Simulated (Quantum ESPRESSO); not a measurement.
# The states of the two spins in NiCl2

Wanted: the exchange-split electronic structure of NiCl2.

Calculated with Quantum ESPRESSO 7.5; PBEsol; plane waves with GBRV 1.5 PBEsol potentials, no spin-orbit coupling.

The database entry behind the starting cell differs from later determinations by our own check (an axis about 1.8 % long against later determinations), so it need not match the best structure at ambient conditions.

## Step 1: Set-up

It takes space group R-3m (No. 166, trigonal). The conventional cell has a = 3.543 Å, b = 3.543 Å, c = 17.335 Å, α = 90.00°, β = 90.00°, γ = 120.00°. Nearest to Ni lie 6 Cl at 2.50 Å. Nearest to Cl lie 3 Ni at 2.50 Å. Farther neighbours and most contacts between anions are not listed.

The cell comes from the Crystallography Open Database.

## Step 2: The magnetic state

This state came out lowest in a comparison of starts that is told elsewhere.

Input file pw.in:

```
&CONTROL
  calculation = 'scf'
  prefix = 'pwscf'
  outdir = './tmp'
  pseudo_dir = './pseudo'
  disk_io = 'low'
/
&SYSTEM
  ibrav = 0
  celldm(1) = 8
  nat = 6
  ntyp = 3
  ecutwfc = 40
  ecutrho = 280
  nbnd = 47
  occupations = 'smearing'
  smearing = 'fd'
  degauss = 0.00367493
  nspin = 2
  starting_magnetization(1) = 0.1111
  starting_magnetization(2) = -0.1111
  starting_magnetization(3) = 0
/
&ELECTRONS
  conv_thr = 1.2d-08
  electron_maxstep = 150
  mixing_beta = 0.3
/
ATOMIC_SPECIES
Ni1    58.6934 ni_pbesol_v1.4.uspp.F.UPF
Ni2    58.6934 ni_pbesol_v1.4.uspp.F.UPF
Cl     35.4500 cl_pbesol_v1.4.uspp.F.UPF
CELL_PARAMETERS alat
   0.8369124574436    0.4831916326077    2.7298668641832
   0.0000000000000    0.4831916326077    2.7298668641832
   0.4184562287218   -0.2415958162802    2.7298668641832
ATOMIC_POSITIONS crystal
Ni1     0.0000000000    0.0000000000    0.0000000000
Ni2     0.5000000000    0.0000000000    0.0000000000
Cl      0.8750000000    0.2500000000    0.2500000000
Cl      0.3750000000    0.2500000000    0.2500000000
Cl      0.6250000000    0.7500000000    0.7500000000
Cl      0.1250000000    0.7500000000    0.7500000000
K_POINTS automatic
3 6 6 0 0 0
```

Command:

```
> OMP_NUM_THREADS=1 mpirun -n 4 pw.x -nk 4 -in pw.in > pw.out
```

Log:

```text
Program PWSCF v.7.5 starts

     Message from routine setup:
     using ibrav=0 with symmetry is DISCOURAGED, use correct ibrav instead

     K-points division:     npool     =       4
     Subspace diagonalization in iterative solution of the eigenvalue problem:

     bravais-lattice index     =            0
     lattice parameter (alat)  =       8.0000  a.u.
     unit-cell volume          =     847.8170 (a.u.)^3
     number of atoms/cell      =            6
     number of atomic types    =            3
     number of electrons       =        64.00
     number of Kohn-Sham states=           47
     kinetic-energy cutoff     =      40.0000  Ry
     charge density cutoff     =     280.0000  Ry
     scf convergence threshold =      1.2E-08
     mixing beta               =       0.3000
     number of iterations used =            8  plain     mixing
     Exchange-correlation= SLA  PW   PSX  PSC
                           (   1   4  10   8   0   0   0)

     celldm(1)=   8.000000  celldm(2)=   0.000000  celldm(3)=   0.000000
     celldm(4)=   0.000000  celldm(5)=   0.000000  celldm(6)=   0.000000

     crystal axes: (cart. coord. in units of alat)
               a(1) = (   0.836912   0.483192   2.729867 )
               a(2) = (   0.000000   0.483192   2.729867 )
               a(3) = (   0.418456  -0.241596   2.729867 )

     reciprocal axes: (cart. coord. in units 2 pi/alat)
               b(1) = (  1.194868  0.689857 -0.122106 )
               b(2) = ( -1.194868  0.689857  0.244212 )
               b(3) = (  0.000000 -1.379715  0.244212 )

     PseudoPot. # 1 for Ni read from file:
     ni_pbesol_v1.4.uspp.F.UPF
     Pseudo is Ultrasoft + core correction, Zval = 18.0

     PseudoPot. # 2 for Ni read from file:
     ni_pbesol_v1.4.uspp.F.UPF
     Pseudo is Ultrasoft + core correction, Zval = 18.0

     PseudoPot. # 3 for Cl read from file:
     cl_pbesol_v1.4.uspp.F.UPF
     Pseudo is Ultrasoft + core correction, Zval =  7.0

     atomic species   valence    mass     pseudopotential
     Ni1              18.00    58.69340     Ni( 1.00)
     Ni2              18.00    58.69340     Ni( 1.00)
     Cl                7.00    35.45000     Cl( 1.00)

     Starting magnetic structure
     atomic species   magnetization
     Ni1             0.111
     Ni2            -0.111
     Cl              0.000

     12 Sym. Ops., with inversion, found

   Cartesian axes

     site n.     atom                  positions (alat units)
         1        Ni1    tau(   1) = (   0.0000000   0.0000000   0.0000000  )
         2        Ni2    tau(   2) = (   0.4184562   0.2415958   1.3649334  )
         3        Cl     tau(   3) = (   0.8369125   0.4831916   3.7535669  )
         4        Cl     tau(   4) = (   0.4184562   0.2415958   2.3886335  )
         5        Cl     tau(   5) = (   0.8369125   0.4831916   5.8009671  )
         6        Cl     tau(   6) = (   0.4184562   0.2415958   4.4360337  )

     number of k points=    16  Fermi-Dirac smearing, width (Ry)=  0.0037
                       cart. coord. in units 2pi/alat
        k(    1) = (   0.0000000   0.0000000   0.0000000), wk =   0.0092593
        k(    2) = (   0.0000000  -0.2299525   0.0407020), wk =   0.0555556
        k(    3) = (   0.0000000  -0.4599049   0.0814041), wk =   0.0555556
        k(    4) = (   0.0000000   0.6898574  -0.1221061), wk =   0.0277778
        k(    5) = (  -0.1991447  -0.1149762   0.0814041), wk =   0.0555556
        [... 11 further k-points ...]

     Dense  grid:    67119 G-vectors     FFT dimensions: ( 125, 120, 120)

     Smooth grid:    29097 G-vectors     FFT dimensions: (  96,  90,  90)

     Check: negative core charge=   -0.000006
     Generating pointlists ...
     new r_m :   0.2440 (alat units)  1.9521 (a.u.) for type    1
     new r_m :   0.2440 (alat units)  1.9521 (a.u.) for type    2
     new r_m :   0.2440 (alat units)  1.9521 (a.u.) for type    3

     Initial potential from superposition of free atoms

     starting charge      60.0000, renormalised to      64.0000

     negative rho (up, down):  3.315E-02 3.315E-02
     Starting wfcs are   42 randomized atomic wfcs +    5 random wfcs

     Self-consistent Calculation

     iteration #  1     ecut=    40.00 Ry     beta= 0.30
     Davidson diagonalization with overlap
     ethr =  1.00E-02,  avg # of iterations =  6.2

     negative rho (up, down):  3.207E-02 3.207E-02

     total energy              =    -790.86712740 Ry
     estimated scf accuracy    <      74.19767789 Ry

     total magnetization       =     0.00 Bohr mag/cell
     absolute magnetization    =     1.59 Bohr mag/cell

     iteration #  2     ecut=    40.00 Ry     beta= 0.30
     Davidson diagonalization with overlap
     ethr =  1.00E-02,  avg # of iterations =  3.0

     negative rho (up, down):  3.044E-02 3.045E-02

     total energy              =    -818.24970255 Ry
     estimated scf accuracy    <      50.66352378 Ry

     total magnetization       =     0.00 Bohr mag/cell
     absolute magnetization    =     0.23 Bohr mag/cell

     [... further iterations left out ...]

     iteration # 19     ecut=    40.00 Ry     beta= 0.30
     Davidson diagonalization with overlap
     ethr =  2.05E-10,  avg # of iterations =  3.5

     negative rho (up, down):  2.981E-02 2.981E-02

     total energy              =    -819.19258687 Ry
     estimated scf accuracy    <       0.00000002 Ry

     total magnetization       =    -0.00 Bohr mag/cell
     absolute magnetization    =     4.09 Bohr mag/cell

     iteration # 20     ecut=    40.00 Ry     beta= 0.30
     Davidson diagonalization with overlap
     ethr =  3.55E-11,  avg # of iterations =  3.3

     negative rho (up, down):  2.981E-02 2.981E-02

     Magnetic moment per site  (integrated on atomic sphere of radius R)
     atom   1 (R=0.244)  charge= 16.3552  magn=  1.4798
     atom   2 (R=0.244)  charge= 16.3553  magn= -1.4798
     atom   3 (R=0.244)  charge=  5.4269  magn= -0.2126
     atom   4 (R=0.244)  charge=  5.4268  magn=  0.2125
     atom   5 (R=0.244)  charge=  5.4268  magn=  0.2125
     atom   6 (R=0.244)  charge=  5.4269  magn= -0.2126

     End of self-consistent calculation

     [... lines left out ...]
     the Fermi energy is     5.0585 ev

!    total energy              =    -819.19258705 Ry
     estimated scf accuracy    <          5.8E-09 Ry
     smearing contrib. (-TS)   =      -0.00000231 Ry
     internal energy E=F+TS    =    -819.19258475 Ry

     The total energy is F=E-TS. E is the sum of the following terms:
     one-electron contribution =    -724.28271529 Ry
     hartree contribution      =     382.41994520 Ry
     xc contribution           =    -107.42413667 Ry
     ewald contribution        =    -369.90567799 Ry

     total magnetization       =    -0.00 Bohr mag/cell
     absolute magnetization    =     4.09 Bohr mag/cell

     convergence has been achieved in  20 iterations

=------------------------------------------------------------------------------=
   JOB DONE.
=------------------------------------------------------------------------------=
```

Wall time 8.2 min (4 MPI ranks of Arm Neoverse V1, shared host); peak memory 2.7 GiB; 33 min of CPU time.

Spin moment in the atom's sphere by atom:

```
atom  spin moment in the atom's sphere (μB)
 Ni1                                   1.48
 Ni2                                  -1.48
 Cl3                                  -0.21
 Cl4                                   0.21
 Cl5                                   0.21
 Cl6                                  -0.21
```

This step gave:

```yaml
smearing_term_ts: 3.14e-5 eV
magnetization: 0 μB
absolute_magnetization: 4.085 μB
final_state: antiferromagnetic
```

## Step 3: Projected density of states

Input file projwfc.in:

```
&PROJWFC
  prefix = 'pwscf'
  outdir = './tmp'
  filpdos = 'pdos'
  ngauss = 0
  degauss = 0.01
  DeltaE = 0.05
  Emin = -3.94
  Emax = 10.06
/
```

Command:

```
> OMP_NUM_THREADS=1 mpirun -n 4 projwfc.x -nk 4 -in projwfc.in > projwfc.out
```

Log:

```text
[banner, memory and clock lines left out]
Program PROJWFC v.7.5 starts

     [... lines left out ...]
     IMPORTANT: XC functional enforced from input :
     Exchange-correlation= PBESOL
                           (   1   4  10   8   0   0   0)
     Any further DFT definition will be discarded
     Please, verify this is what you really want

     G-vector sticks info

     Check: negative core charge=   -0.000006

     negative rho (up, down):  2.981E-02 2.981E-02

     Gaussian broadening (read from input): ngauss,degauss=   0    0.010000

     Calling projwave ....

  Problem Sizes
  natomwfc =           42
  nbnd     =           47
  nkstot   =           32
  npwx     =         3654
  nkb      =          108

     Atomic states used for projection
     (read from pseudopotential files):

     state #   1: atom   1 (Ni1), wfc  1 (l=0 m= 1)
     state #   2: atom   1 (Ni1), wfc  2 (l=1 m= 1)
     state #   3: atom   1 (Ni1), wfc  2 (l=1 m= 2)
     state #   4: atom   1 (Ni1), wfc  2 (l=1 m= 3)
     state #   5: atom   1 (Ni1), wfc  3 (l=2 m= 1)
     state #   6: atom   1 (Ni1), wfc  3 (l=2 m= 2)
     state #   7: atom   1 (Ni1), wfc  3 (l=2 m= 3)
     state #   8: atom   1 (Ni1), wfc  3 (l=2 m= 4)
     state #   9: atom   1 (Ni1), wfc  3 (l=2 m= 5)
     state #  10: atom   1 (Ni1), wfc  4 (l=0 m= 1)
     state #  11: atom   1 (Ni1), wfc  5 (l=1 m= 1)
     state #  12: atom   1 (Ni1), wfc  5 (l=1 m= 2)
     state #  13: atom   1 (Ni1), wfc  5 (l=1 m= 3)
     state #  14: atom   2 (Ni2), wfc  1 (l=0 m= 1)
     state #  15: atom   2 (Ni2), wfc  2 (l=1 m= 1)
     state #  16: atom   2 (Ni2), wfc  2 (l=1 m= 2)
     state #  17: atom   2 (Ni2), wfc  2 (l=1 m= 3)
     state #  18: atom   2 (Ni2), wfc  3 (l=2 m= 1)
     state #  19: atom   2 (Ni2), wfc  3 (l=2 m= 2)
     state #  20: atom   2 (Ni2), wfc  3 (l=2 m= 3)
     state #  21: atom   2 (Ni2), wfc  3 (l=2 m= 4)
     state #  22: atom   2 (Ni2), wfc  3 (l=2 m= 5)
     state #  23: atom   2 (Ni2), wfc  4 (l=0 m= 1)
     state #  24: atom   2 (Ni2), wfc  5 (l=1 m= 1)
     state #  25: atom   2 (Ni2), wfc  5 (l=1 m= 2)
     state #  26: atom   2 (Ni2), wfc  5 (l=1 m= 3)
     state #  27: atom   3 (Cl ), wfc  1 (l=0 m= 1)
     state #  28: atom   3 (Cl ), wfc  2 (l=1 m= 1)
     state #  29: atom   3 (Cl ), wfc  2 (l=1 m= 2)
     state #  30: atom   3 (Cl ), wfc  2 (l=1 m= 3)
     state #  31: atom   4 (Cl ), wfc  1 (l=0 m= 1)
     state #  32: atom   4 (Cl ), wfc  2 (l=1 m= 1)
     state #  33: atom   4 (Cl ), wfc  2 (l=1 m= 2)
     state #  34: atom   4 (Cl ), wfc  2 (l=1 m= 3)
     state #  35: atom   5 (Cl ), wfc  1 (l=0 m= 1)
     state #  36: atom   5 (Cl ), wfc  2 (l=1 m= 1)
     state #  37: atom   5 (Cl ), wfc  2 (l=1 m= 2)
     state #  38: atom   5 (Cl ), wfc  2 (l=1 m= 3)
     state #  39: atom   6 (Cl ), wfc  1 (l=0 m= 1)
     state #  40: atom   6 (Cl ), wfc  2 (l=1 m= 1)
     state #  41: atom   6 (Cl ), wfc  2 (l=1 m= 2)
     state #  42: atom   6 (Cl ), wfc  2 (l=1 m= 3)

 [... projections of the bands left out ...]

Lowdin Charges:

     Atom #   1: total charge =  17.9660, s =  2.4929, p =  7.0234, d =  8.4497,
                 spin up      =   9.7128, s =  1.2450,
                 spin up      =   9.7128, p =  3.5069, pz=  1.1727, px=  1.1671, py=  1.1671,
                 spin up      =   9.7128, d =  4.9609, dz2=  0.9912, dxz=  0.9934, dyz=  0.9934, dx2-y2=  0.9915, dxy=  0.9915,
                 spin down    =   8.2533, s =  1.2479,
                 spin down    =   8.2533, p =  3.5166, pz=  1.1748, px=  1.1709, py=  1.1709,
                 spin down    =   8.2533, d =  3.4888, dz2=  0.9770, dxz=  0.5010, dyz=  0.5010, dx2-y2=  0.7549, dxy=  0.7549,
                 polarization =   1.4595, s = -0.0029, p = -0.0097, d =  1.4721,
     Atom #   2: total charge =  17.9660, s =  2.4929, p =  7.0234, d =  8.4497,
                 spin up      =   8.2533, s =  1.2479,
                 spin up      =   8.2533, p =  3.5166, pz=  1.1748, px=  1.1709, py=  1.1709,
                 spin up      =   8.2533, d =  3.4888, dz2=  0.9770, dxz=  0.5010, dyz=  0.5010, dx2-y2=  0.7549, dxy=  0.7549,
                 spin down    =   9.7127, s =  1.2450,
                 spin down    =   9.7127, p =  3.5068, pz=  1.1727, px=  1.1670, py=  1.1670,
                 spin down    =   9.7127, d =  4.9609, dz2=  0.9912, dxz=  0.9934, dyz=  0.9934, dx2-y2=  0.9915, dxy=  0.9915,
                 polarization =  -1.4594, s =  0.0030, p =  0.0097, d = -1.4721,
     Atom #   3: total charge =   6.9621, s =  1.8447, p =  5.1174, d =  0.0000,
                 spin up      =   3.3483, s =  0.9197,
                 spin up      =   3.3483, p =  2.4285, pz=  0.8252, px=  0.8017, py=  0.8017,
                 spin up      =   3.3483, d =  0.0000, dz2=  0.0000, dxz=  0.0000, dyz=  0.0000, dx2-y2=  0.0000, dxy=  0.0000,
                 spin down    =   3.6138, s =  0.9250,
                 spin down    =   3.6138, p =  2.6888, pz=  0.9071, px=  0.8909, py=  0.8909,
                 spin down    =   3.6138, d =  0.0000, dz2=  0.0000, dxz=  0.0000, dyz=  0.0000, dx2-y2=  0.0000, dxy=  0.0000,
                 polarization =  -0.2656, s = -0.0053, p = -0.2603, d =  0.0000,
     Atom #   4: total charge =   6.9621, s =  1.8447, p =  5.1174, d =  0.0000,
                 spin up      =   3.6138, s =  0.9250,
                 spin up      =   3.6138, p =  2.6888, pz=  0.9071, px=  0.8909, py=  0.8909,
                 spin up      =   3.6138, d =  0.0000, dz2=  0.0000, dxz=  0.0000, dyz=  0.0000, dx2-y2=  0.0000, dxy=  0.0000,
                 spin down    =   3.3483, s =  0.9197,
                 spin down    =   3.3483, p =  2.4285, pz=  0.8252, px=  0.8017, py=  0.8017,
                 spin down    =   3.3483, d =  0.0000, dz2=  0.0000, dxz=  0.0000, dyz=  0.0000, dx2-y2=  0.0000, dxy=  0.0000,
                 polarization =   0.2655, s =  0.0053, p =  0.2603, d =  0.0000,
     Atom #   5: total charge =   6.9621, s =  1.8447, p =  5.1174, d =  0.0000,
                 spin up      =   3.6138, s =  0.9250,
                 spin up      =   3.6138, p =  2.6888, pz=  0.9071, px=  0.8909, py=  0.8909,
                 spin up      =   3.6138, d =  0.0000, dz2=  0.0000, dxz=  0.0000, dyz=  0.0000, dx2-y2=  0.0000, dxy=  0.0000,
                 spin down    =   3.3483, s =  0.9197,
                 spin down    =   3.3483, p =  2.4285, pz=  0.8252, px=  0.8017, py=  0.8017,
                 spin down    =   3.3483, d =  0.0000, dz2=  0.0000, dxz=  0.0000, dyz=  0.0000, dx2-y2=  0.0000, dxy=  0.0000,
                 polarization =   0.2655, s =  0.0053, p =  0.2603, d =  0.0000,
     Atom #   6: total charge =   6.9621, s =  1.8447, p =  5.1174, d =  0.0000,
                 spin up      =   3.3483, s =  0.9197,
                 spin up      =   3.3483, p =  2.4285, pz=  0.8252, px=  0.8017, py=  0.8017,
                 spin up      =   3.3483, d =  0.0000, dz2=  0.0000, dxz=  0.0000, dyz=  0.0000, dx2-y2=  0.0000, dxy=  0.0000,
                 spin down    =   3.6138, s =  0.9250,
                 spin down    =   3.6138, p =  2.6888, pz=  0.9071, px=  0.8909, py=  0.8909,
                 spin down    =   3.6138, d =  0.0000, dz2=  0.0000, dxz=  0.0000, dyz=  0.0000, dx2-y2=  0.0000, dxy=  0.0000,
                 polarization =  -0.2656, s = -0.0053, p = -0.2603, d =  0.0000,
     Spilling Parameter:   0.0034
```

Run time: 4 s. Hardware: 4 MPI ranks; peak memory 1.2 GiB; 16 s of CPU time.

The density of states has structure finer than the step of the table below, so its rows give means over 0.5 eV, whole bins alone (the curve runs from -9.00 to 5.05 eV). Peaks (eV: height): up -2.85: 6.2, -1.95: 5.67, -0.65: 8.55, 0.65: 5.56; down -2.85: 6.2, -1.95: 5.67, -0.65: 8.55, 0.65: 5.56; Ni1 d up -3.85: 2.23, -1.70: 4.02, -1.00: 2.07; Ni1 d down -2.90: 1.06, -0.65: 6.31, 0.65: 4.01; Ni2 d up -2.90: 1.06, -0.65: 6.31, 0.65: 4.01.

Gaussian broadening of 0.136 eV on the SCF mesh. Table of density of states by energy, zero at the Fermi level; means over each step; 7 of 10 lines; values in states/eV/cell:

```csv
energy (eV),up,down,Ni1 d up,Ni1 d down,Ni2 d up,Ni2 d down,Cl3 p up
-6.0,1.8e-4,1.8e-4,4.9e-6,0,0,4.9e-6,9.7e-6
-5.5,0.290,0.290,0.0154,0.00257,0.00257,0.0154,0.0241
-5.0,2.37,2.37,0.0963,0.0379,0.0378,0.0963,0.350
-4.5,3.75,3.75,0.321,0.0612,0.0612,0.321,0.630
-4.0,3.97,3.97,1.34,0.0811,0.0811,1.34,0.410
-3.5,3.28,3.29,0.606,0.161,0.161,0.606,0.491
-3.0,5.34,5.34,0.407,0.683,0.683,0.407,1.32
-2.5,3.94,3.94,0.559,0.310,0.311,0.559,0.980
-2.0,4.66,4.66,3.22,0.0784,0.0784,3.22,0.340
-1.5,2.45,2.45,1.60,0.0307,0.0306,1.60,0.0910
-1.0,5.73,5.74,1.44,2.39,2.39,1.44,0.0727
-0.5,4.21,4.21,0.297,3.12,3.12,0.297,0.140
0.0,0.00287,0.00287,3.4e-5,0.00221,0.00221,3.3e-5,2.5e-4
0.5,2.95,2.95,0.00388,2.14,2.14,0.00389,0.371
1.0,1.05,1.05,0.00105,0.743,0.746,0.00104,0.144
1.5,0,0,0,0,0,0,0
2.0,0,0,0,0,0,0,0
2.5,0,0,0,0,0,0,0
3.0,9.7e-6,9.7e-6,0,0,0,0,0
3.5,0.0217,0.0217,0,0,0,0,6.0e-4
4.0,0.131,0.130,1.8e-4,8.9e-5,8.9e-5,1.8e-4,0.00328
4.5,0.826,0.826,8.1e-4,7.8e-4,7.8e-4,8.1e-4,0.0213
```

## Step 4: Summary of results

| Quantity | Value |
| --- | --- |
| state | antiferromagnetic |
| largest moment in a sphere | 1.48 μB |

The most distinct maxima of the density of states (up) lie at -3.85, -2.85, -1.95, -0.65 and 0.65 eV, the highest at -0.649 eV. These are Kohn–Sham states without spin–orbit coupling, on the mesh of the self-consistent run. The moments are opposed on like sites, so the totals of the two spins are equal and the projections on single atoms show the splitting. No Hubbard term acts here. In such compounds local and semilocal functionals without one often delocalise the d electrons, and can shrink or lose moments and miss the size, sign and order of the couplings.

[Logs and program files are shortened in this print: banners, set-up blocks, solver, clock and traceback lines can be left out without a mark of their own.]

[Logs are printed without paths, hosts, clocks, repeated set-up lines and the standing remarks that a program may print on its own settings, such as how far it seeks lower states.]

[Hosts, paths, dates, database ids (printed as entryN), source tags and the programs' standing remarks are cut or masked in the printed files.]

[Where a cell is said to come from a database of computed structures, the database is the Materials Project.]
